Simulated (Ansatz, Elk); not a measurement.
# Bonding as seen by X-rays: ZrTiAl4

The structure of ZrTiAl4 used here is made up (a known structure type with other elements) and was relaxed beforehand with PBE. The aim is the Fourier transform of its all-electron density, F(hkl), set beside the sum over free spherical atoms that refinements use.

Calculated with Elk 11.2.3 (patched build); DFT, PBE, all-electron APW+lo, Dirac cores, scalar-relativistic bands, static density, no spin.

The structure was built from a prototype and need not be the compound's stable phase.

### 1. Starting point

Symmetry: P6/mmm, No. 191, hexagonal system. The conventional cell has a = 4.407 Å, b = 4.407 Å, c = 6.127 Å, α = 90.00°, β = 90.00°, γ = 120.00°. Nearest to Zr lie 12 Al at 3.01 Å and 2 Ti at 3.06 Å. Ti has 12 Al at 2.93 Å and 2 Zr at 3.06 Å nearest. Nearest to Al lie 4 Al at 2.54 to 2.90 Å and 3 Ti at 2.93 Å and 3 Zr at 3.01 Å. Farther neighbours are not listed.

### 2. Ground state and structure factors

An all-electron density is needed, since X-rays see the cores too. Task 0 finds the density and task 195 Fourier-transforms it; tshift is off so that phases refer to the origin typed.

File elk.in:

```
tasks
  0
  195

xctype
  20

spinpol
  .false.

rgkmax
  7.0

gmaxvr
  14.0

lmaxo
  7

lmaxapw
  8

swidth
  0.002

tshift
  .false.

ramdisk
  .false.

hmaxvr
  5.5

maxscl
  120

epspot
  1e-06

sppath
  './'

avec
  8.32793510127 -0.00000000000 0.00000000000
  -4.16396755064 7.21220335877 -0.00000000000
  0.00000000000 0.00000000000 11.57867362797

atoms
  3
  'Zr.in'
  1
  0.0000000000 -0.0000000000 0.5000000000   0.000000 0.000000 0.000000
  'Ti.in'
  1
  -0.0000000000 -0.0000000000 -0.0000000000   0.000000 0.000000 0.000000
  'Al.in'
  4
  0.6666666667 0.3333333333 0.2369799423   0.000000 0.000000 0.000000
  0.6666666667 0.3333333333 0.7630200577   0.000000 0.000000 0.000000
  0.3333333333 0.6666666667 0.2369799423   0.000000 0.000000 0.000000
  0.3333333333 0.6666666667 0.7630200577   0.000000 0.000000 0.000000

ngridk
  6 6 4
```

Run with:

```bash
$ OMP_NUM_THREADS=4 elk
```

Numbers of over 12 decimals in the logs are rounded to 6 here.

The program printed:

```text
┌─────────────────────────┐
│ Elk code version 11.2.3 │
└─────────────────────────┘

All units are atomic (Hartree, Bohr, etc.)

┌─────────────────────────────────────────────────┐
│ Ground-state run starting from atomic densities │
└─────────────────────────────────────────────────┘

Lattice vectors :
   8.327935101      -0.000000000       0.000000000
  -4.163967551       7.212203359      -0.000000000
   0.000000000       0.000000000       11.57867363

Reciprocal lattice vectors :
  0.7544709740      0.4355940199      -0.000000000
   0.000000000      0.8711880399      -0.000000000
   0.000000000       0.000000000      0.5426515600

Unit cell volume      :    695.4471127
Brillouin zone volume :   0.3566773216

Muffin-tin inner radius fraction :   0.1000000000E-01

Nuclei treated as point charges

Species : 1 (Zr)
 parameters loaded from : Zr.in
 name : zirconium
 nuclear charge    :   -40.00000000
 electronic charge :    40.00000000
 atomic mass :    166291.1793
 muffin-tin radius :    2.600000000
 number of radial points in muffin-tin :   1193
 inner part over the whole radius :   0.9967875514E-02
 number on inner part of muffin-tin    :    848
 approximate nuclear radius :   0.8202877663E-04
 number of mesh points to nuclear radius :    417
 atomic positions (lattice), magnetic fields (Cartesian) :
  1 :   0.00000000  0.00000000  0.50000000    0.00000000  0.00000000  0.00000000

Species : 2 (Ti)
 parameters loaded from : Ti.in
 name : titanium
 nuclear charge    :   -22.00000000
 electronic charge :    22.00000000
 atomic mass :    87256.20317
 muffin-tin radius :    2.400000000
 number of radial points in muffin-tin :    993
 inner part over the whole radius :   0.9985722337E-02
 number on inner part of muffin-tin    :    699
 approximate nuclear radius :   0.6805665174E-04
 number of mesh points to nuclear radius :    325
 atomic positions (lattice), magnetic fields (Cartesian) :
  1 :   0.00000000  0.00000000  0.00000000    0.00000000  0.00000000  0.00000000

Species : 3 (Al)
 parameters loaded from : Al.in
 name : aluminium
 nuclear charge    :   -13.00000000
 electronic charge :    13.00000000
 atomic mass :    49184.33496
 muffin-tin radius :    2.200000000
 number of radial points in muffin-tin :    793
 inner part over the whole radius :   0.9821194981E-02
 number on inner part of muffin-tin    :    552
 approximate nuclear radius :   0.5839653600E-04
 number of mesh points to nuclear radius :    244
 atomic positions (lattice), magnetic fields (Cartesian) :
  1 :  -0.33333333  0.33333333  0.23697994    0.00000000  0.00000000  0.00000000
  2 :  -0.33333333  0.33333333 -0.23697994    0.00000000  0.00000000  0.00000000
  3 :   0.33333333 -0.33333333  0.23697994    0.00000000  0.00000000  0.00000000
  4 :   0.33333333 -0.33333333 -0.23697994    0.00000000  0.00000000  0.00000000

Total number of atoms per unit cell :    6
Total muffin-tin volume :    309.9369648
 ratio of muffin-tin to unit cell volume :   0.4456657583

Spin treatment :
 spin-unpolarised

Number of Bravais lattice symmetries :   24
Number of crystal symmetries         :   24
Crystal has inversion symmetry
Real symmetric eigensolver will be used

k-point grid :      6     6     4
k-point offset :    0.000000000       0.000000000       0.000000000
k-point set is reduced with full crystal symmetry group
Total number of k-points :       21

Muffin-tin radius times maximum |G+k| :    7.000000000
 using average radius
Maximum |G+k| for APW functions       :    3.043478261
Maximum (1/2)|G+k|²                   :    4.631379962
Maximum |G| for potential and density :    14.00000000
Constant for pseudocharge density :    9
 order of it for each species :   16  16  16
 order of it for pair densities of each species (exact exchange by exxq0 0: 17) :   13  11   8
Radial integration step length :    1

G-vector grid sizes :     40    40    54
Number of G-vectors :    32241

Maximum angular momentum used for
 APW functions            :    8
 outer part of muffin-tin :    7
[...]
exchange                    :     -225.92110760223
 correlation                 :     -5.072435
 electron entropic           :    -0.16834019830933E-02
 total energy                :     -5426.3112846261

Density of states at Fermi energy :    133.8564470
 (states/Hartree/unit cell)

Estimated indirect band gap :   0.4484843065E-03
 from k-point 13 to k-point 7
Estimated direct band gap   :   0.5144741174E-02
 at k-point 8

Charges :
 core                        :    54.00000000
 valence                     :    60.00000000
 interstitial                :    10.75655660
 muffin-tins (core leakage)
  species : 1 (Zr)
[...]
species : 2 (Ti)
[...]
species : 3 (Al)
[...]
total in muffin-tins        :    103.2434434
 total calculated charge     :    113.9978834
 total charge                :    114.0000000
 error                       :   0.2116648177E-02

RMS change in Kohn-Sham potential (target) :   0.5308169014     (  0.1000000000E-05)
Absolute change in total energy (target)   :   0.9567196590     (  0.1000000000E-03)

[... loops 3 to 15 left out ...]

┌──────────────────┐
│ Loop number : 16 │
└──────────────────┘

Energies :
 Fermi                       :     0.304862
 sum of occupied eigenvalues :     -3147.1199369595
 electron kinetic            :      5554.1886272242
 core electron kinetic       :      5167.2815553200
 Coulomb                     :     -10747.402958930
 Coulomb potential           :     -8401.2982114068
 nuclear-nuclear             :     -727.49431478209
 electron-nuclear            :     -11655.442917879
 Hartree                     :      1635.5342737310
 Madelung                    :     -6546.7538532268
 xc potential                :     -300.01035277685
 exchange                    :     -226.10969509583
 correlation                 :     -5.072448
 electron entropic           :    -0.18387864632837E-02
 total energy                :     -5424.3983139183

Density of states at Fermi energy :    145.0142495
 (states/Hartree/unit cell)

Estimated indirect band gap :   0.8367916098E-03
 from k-point 13 to k-point 7
Estimated direct band gap   :   0.2621818308E-02
 at k-point 12

Charges :
 core                        :    54.00000000
 valence                     :    60.00000000
 interstitial                :    10.52403524
 muffin-tins (core leakage)
  species : 1 (Zr)
[...]
species : 2 (Ti)
[...]
species : 3 (Al)
[...]
total in muffin-tins        :    103.4759648
 total calculated charge     :    113.9979783
 total charge                :    114.0000000
 error                       :   0.2021657876E-02

RMS change in Kohn-Sham potential (target) :   0.3728344155E-06 (  0.1000000000E-05)
Absolute change in total energy (target)   :   0.8637976862E-05 (  0.1000000000E-03)

Convergence targets achieved

┌──────────────────┐
│ Loop number : 17 │
└──────────────────┘

Energies :
 Fermi                       :     0.304862
 sum of occupied eigenvalues :     -3147.1199383202
 electron kinetic            :      5554.1886248149
 core electron kinetic       :      5167.2815550395
 Coulomb                     :     -10747.402957394
 Coulomb potential           :     -8401.2982098048
 nuclear-nuclear             :     -727.49431478209
 electron-nuclear            :     -11655.442916716
 Hartree                     :      1635.5342741031
 Madelung                    :     -6546.7538524921
 xc potential                :     -300.01035333035
 exchange                    :     -226.10969474749
 correlation                 :     -5.072448
 electron entropic           :    -0.18387853015556E-02
 total energy                :     -5424.3983144363

Density of states at Fermi energy :    145.0141546
 (states/Hartree/unit cell)

Estimated indirect band gap :   0.8367820548E-03
 from k-point 13 to k-point 7
Estimated direct band gap   :   0.2621831631E-02
 at k-point 12

Charges :
 core                        :    54.00000000
 valence                     :    60.00000000
 interstitial                :    10.52403547
 muffin-tins (core leakage)
  species : 1 (Zr)
[...]
species : 2 (Ti)
[...]
species : 3 (Al)
[...]
atom 2                    :    11.29744520     (  0.4771206716E-03)
   atom 3                    :    11.29744520     (  0.4771206716E-03)
   atom 4                    :    11.29744520     (  0.4771206716E-03)
 total in muffin-tins        :    103.4759645
 total calculated charge     :    113.9979783
 total charge                :    114.0000000
 error                       :   0.2021657911E-02

┌──────────────────────────────┐
│ Self-consistent loop stopped │
└──────────────────────────────┘

Warning : core states of species 3 leak from the muffin-tin :   0.4771206716E-03

Wrote STATE.OUT
```

It took 26 s on 4 threads of AMD EPYC 7B13 (Zen 3), shared host; peak memory 0.22 GiB; 65 s of CPU time.

SFACRHO.OUT:

```text

h k l indices transformed by vhmat matrix:
   1.000000000       0.000000000       0.000000000    
   0.000000000       1.000000000       0.000000000    
   0.000000000       0.000000000       1.000000000    

      h      k      l  multipl.   |H|            Re(F)            Im(F)           |F|

      0      0      0      1   0.0000000       114.00000      0.26022094E-16   114.00000    
      0      0     -1      2  0.54265156      -13.370819     -0.21715352E-13   13.370819    
     -1      1      0      6  0.87118804       32.170000     -0.84448590E-14   32.170000    
      0     -1      1     12   1.0263719      -17.672040      0.21715352E-13   17.672040    
      0      0     -2      2   1.0853031       11.105786      0.69066883E-13   11.105786    
      1     -1      2     12   1.3917081       64.049700     -0.36192253E-13   64.049700    
     -1     -1      0      6   1.5089419       79.864964      0.58534007E-13   79.864964    
      1     -2     -1     12   1.6035512      -11.979614     -0.15683310E-13   11.979614    
      0      0      3      2   1.6279547      -22.961149      0.53081971E-13   22.961149    
      0     -2      0      6   1.7423761       26.396719     -0.72384506E-14   26.396719    
     -2      2      1     12   1.8249233      -15.633060      0.14476901E-13   15.633060    
     -1      0      3     12   1.8464033      -10.328697      0.65749260E-13   10.328697    
      2     -1     -2     12   1.8587062       9.9175752      0.61979233E-13   9.9175752    
      0      2     -2     12   2.0527438       55.036715      0.13270493E-13   55.036715    
      0      0     -4      2   2.1706062       67.423662      0.87464611E-14   67.423662    
      2     -1      3     12   2.2197167      -20.793179      0.51875563E-13   20.793179    
      2      1      0     12   2.3049469       22.724129      0.42224295E-13   22.724129    
     -1      0      4     12   2.3389100       23.284912     -0.88067816E-13   23.284912
```

Elk indexes on the primitive cell of elk.in and gives |H| = 4π sin θ/λ in inverse bohr. Below, one row stands for each form hkl of the conventional cell (m members, Friedel mates merged), F is for one primitive cell and the density is static (no thermal factor). Free-atom factors are Waasmaier and Kirfel's, and R is Σm||F|−|F'||/Σm|F|.

| hkl | m | sin θ/λ (Å⁻¹) | abs F, DFT | neutral atoms | diff. |
| --- | --- | --- | --- | --- | --- |
| 001 | 2 | 0.082 | 13.371 | 13.435 | -0.064 |
| 100 | 6 | 0.131 | 32.170 | 32.041 | +0.129 |
| 101 | 12 | 0.154 | 17.672 | 17.656 | +0.016 |
| 002 | 2 | 0.163 | 11.106 | 11.627 | -0.521 |
| 102 | 12 | 0.209 | 64.050 | 64.510 | -0.460 |
| 110 | 6 | 0.227 | 79.865 | 80.474 | -0.609 |
| 111 | 12 | 0.241 | 11.980 | 11.922 | +0.057 |
| 003 | 2 | 0.245 | 22.961 | 22.963 | -0.002 |
| 200 | 6 | 0.262 | 26.397 | 26.258 | +0.139 |
| 201 | 12 | 0.274 | 15.633 | 15.590 | +0.043 |
| 103 | 12 | 0.278 | 10.329 | 10.261 | +0.068 |
| 112 | 12 | 0.280 | 9.918 | 9.683 | +0.235 |
| 202 | 12 | 0.309 | 55.037 | 55.075 | -0.039 |
| 004 | 2 | 0.326 | 67.424 | 67.307 | +0.117 |

### 3. The highest occupied states alone

An energy window below the Fermi level keeps the highest occupied states, to see at which angles they scatter; shallow core shells can lie inside it and anion s states outside. No new self-consistency is needed.

Changes to elk.in since step 2:

```diff
@@ -1,3 +1,2 @@
 tasks
-  0
   195
@@ -40,2 +39,5 @@
 
+wsfac
+  -0.136130 0.604860
+
 sppath
```

Run with:

```bash
$ OMP_NUM_THREADS=4 elk
```

The program printed:

```text
┌─────────────────────────────────┐
│ Elk code version 11.2.3 started │
└─────────────────────────────────┘

Info(readinput): the functional depends on the density's gradient
 muffin-tin radial points multiplied by    2.00000
 (not where nrmtscf is given)

┌────────────────────┐
│ Current task : 195 │
└────────────────────┘

Info(sfacrho): density structure factors written to SFACRHO.OUT

 Energy window :  -0.1361300000      0.6048600000

┌──────────────────┐
│ Elk code stopped │
└──────────────────┘
```

It took 10 s on 4 threads; peak memory 0.16 GiB.

States within 12 eV below the Fermi level hold 20.00 electrons; any levels below the window count with the cores. Their amplitudes can exceed the total, where window and core parts have opposite phase:

| hkl | sin θ/λ (Å⁻¹) | abs F, window | abs F, all |
| --- | --- | --- | --- |
| 001 | 0.082 | 0.970 | 13.371 |
| 100 | 0.131 | 1.058 | 32.170 |
| 101 | 0.154 | 0.436 | 17.672 |
| 002 | 0.163 | 0.565 | 11.106 |
| 102 | 0.209 | 0.983 | 64.050 |
| 110 | 0.227 | 0.613 | 79.865 |
| 111 | 0.241 | 0.401 | 11.980 |
| 003 | 0.245 | 0.458 | 22.961 |
| 200 | 0.262 | 0.984 | 26.397 |
| 201 | 0.274 | 0.376 | 15.633 |

### 4. Another functional

The difference from free atoms is small, so it is set against the change that LDA (Perdew-Wang) makes.

Changes to elk.in since step 3:

```diff
@@ -1,2 +1,3 @@
 tasks
+  0
   195
@@ -4,3 +5,3 @@
 xctype
-  20
+  3
 
@@ -39,5 +40,2 @@
 
-wsfac
-  -0.136130 0.604860
-
 sppath
```

Run with:

```bash
$ OMP_NUM_THREADS=4 elk
```

The program printed:

```text
┌─────────────────────────┐
│ Elk code version 11.2.3 │
└─────────────────────────┘

All units are atomic (Hartree, Bohr, etc.)

┌─────────────────────────────────────────────────┐
│ Ground-state run starting from atomic densities │
└─────────────────────────────────────────────────┘

Lattice vectors :
   8.327935101      -0.000000000       0.000000000
  -4.163967551       7.212203359      -0.000000000
   0.000000000       0.000000000       11.57867363

Reciprocal lattice vectors :
  0.7544709740      0.4355940199      -0.000000000
[...]
species : 1 (Zr)
[...]
species : 2 (Ti)
[...]
species : 3 (Al)
[...]
atom 3                    :    11.31296897     (  0.5051634472E-03)
   atom 4                    :    11.31296897     (  0.5051634472E-03)
 total in muffin-tins        :    103.5884768
 total calculated charge     :    113.9978698
 total charge                :    114.0000000
 error                       :   0.2130170100E-02

┌──────────────────────────────┐
│ Self-consistent loop stopped │
└──────────────────────────────┘

Warning : core states of species 3 leak from the muffin-tin :   0.5051634472E-03

Wrote STATE.OUT
[key lines of the parts left out:]
total energy                :     -5415.0724056498
```

The job ended after 18 s (4 threads; peak memory 0.17 GiB; 45 s of CPU time).

Against the first run R = 0.09 %; the largest change is -0.070 at 300.

### 5. Basis size

The basis and the expansions that go with it are enlarged, to see whether the differences are converged.

Changes to elk.in since step 4:

```diff
@@ -5,3 +5,3 @@
 xctype
-  3
+  20
 
@@ -11,12 +11,12 @@
 rgkmax
-  7.0
+  8.5
 
 gmaxvr
-  14.0
+  18.0
 
 lmaxo
-  7
+  9
 
 lmaxapw
-  8
+  10
```

Run with:

```bash
$ OMP_NUM_THREADS=4 elk
```

The program printed:

```text
┌─────────────────────────┐
│ Elk code version 11.2.3 │
└─────────────────────────┘

All units are atomic (Hartree, Bohr, etc.)

┌─────────────────────────────────────────────────┐
│ Ground-state run starting from atomic densities │
└─────────────────────────────────────────────────┘

Lattice vectors :
   8.327935101      -0.000000000       0.000000000
  -4.163967551       7.212203359      -0.000000000
   0.000000000       0.000000000       11.57867363

Reciprocal lattice vectors :
  0.7544709740      0.4355940199      -0.000000000
[...]
species : 1 (Zr)
[...]
species : 2 (Ti)
[...]
species : 3 (Al)
[...]
atom 3                    :    11.29767330     (  0.4770343364E-03)
   atom 4                    :    11.29767330     (  0.4770343364E-03)
 total in muffin-tins        :    103.4851808
 total calculated charge     :    113.9980792
 total charge                :    114.0000000
 error                       :   0.1920797527E-02

┌──────────────────────────────┐
│ Self-consistent loop stopped │
└──────────────────────────────┘

Warning : core states of species 3 leak from the muffin-tin :   0.4770343364E-03

Wrote STATE.OUT
[key lines of the parts left out:]
total energy                :     -5424.4035011542
```

Run time: 59 s. Hardware: 4 threads; peak memory 0.42 GiB.

Against the first run R = 0.01 %; the largest change is -0.007 at 220.

### 6. Settings against the effect

| run | R against the first run (%) | R against neutral atoms, low angle (%) | wall time |
| --- | --- | --- | --- |
| PBE, rgkmax 7 | 0.00 | 0.68 | 26 s |
| LDA (Perdew-Wang) | 0.09 | 0.67 | 18 s |
| rgkmax 8.5 with larger expansions | 0.01 | 0.68 | 59 s |

### 7. Results

* R against neutral atoms, sin θ/λ < 0.3 Å⁻¹: 0.68 %
* R against neutral atoms, 0.3 to 0.83 Å⁻¹: 0.18 %

What this shows: Independent neutral atoms miss the calculated amplitudes by R = 0.68 % below 0.3 Å⁻¹ and 0.18 % from there to 0.83 Å⁻¹; by shells, 0.41 % below 0.15 Å⁻¹ (2 forms), 0.71 % 0.15 to 0.3 (10 forms), 0.15 % 0.3 to 0.45 (16 forms), 0.19 % above 0.45 (106 forms). Bonding, aspherical density and the tables' own atoms all enter these figures, and the runs don't part them. The largest change of an amplitude is -0.61 electrons, at 110. The window's part falls from 20.0 electrons at the origin to at most 0.33 between 0.45 and 0.83 Å⁻¹. Below 0.3 Å⁻¹ the changes that finished (LDA (Perdew-Wang) and rgkmax 8.5 with larger expansions) move F by R = 0.03 % at most, against the 0.68 % that separates it from free atoms. The k-mesh has no finished test. These runs have no spin, though d or f shells may be open. Part of the difference isn't bonding: the tables are fits to free atoms and ions calculated by other methods than this functional. Thermal motion, anomalous dispersion and extinction are left out.

[Logs are printed without paths, hosts, clocks, repeated set-up lines and the standing remarks that a program may print on its own settings, such as how far it seeks lower states.]

[Hosts, paths, dates, database ids (printed as entryN), source tags and the programs' standing remarks are cut or masked in the printed files.]
